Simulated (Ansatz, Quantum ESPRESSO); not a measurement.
# 1T-CdI2, 1 layer: the upper vacuum level over the valence top of the mesh at a withheld member of a series

Method. Quantum ESPRESSO 7.5, PBE, GBRV ultrasoft. Cell and atoms are first relaxed; each strained cell is then held and the atoms relax in it. A periodic run with 15 Å of vacuum in the starting cell gives the vacuum levels, and bands follow along a path. The series steps biaxial strain.

```
biaxial strain  upper vacuum level over the valence top of the mesh (eV)
          -4 %                                                     6.053
          -3 %                                                     6.146
          -2 %                                                     6.235
          -1 %                                                     6.315
           0 %                                                     6.388
           1 %                                                     6.456
           3 %                                                     6.565
           4 %                                                     6.612
```

One more run was made and is withheld. What is the upper vacuum level over the valence top of the mesh at 2 %?

**Fit.** The rows at 1 % and 3 % give a slope of (6.565 − (6.456))/(3 − (1)) = 0.0545, so a straight line gives 6.511 eV. A parabola through these and the row at 0 % gives 6.515 eV.

**The withheld run.** 6.515 eV. The line misses by −0.004 and the parabola by 0.000 eV. The parabola does better.

**Limits.** Semilocal gaps are too small; the 1×1 cell can't ripple over many cells under compression as a free sheet would. No spin-orbit coupling.

[Logs are printed without paths, hosts, clocks, repeated set-up lines and the standing remarks that a program may print on its own settings, such as how far it seeks lower states.]
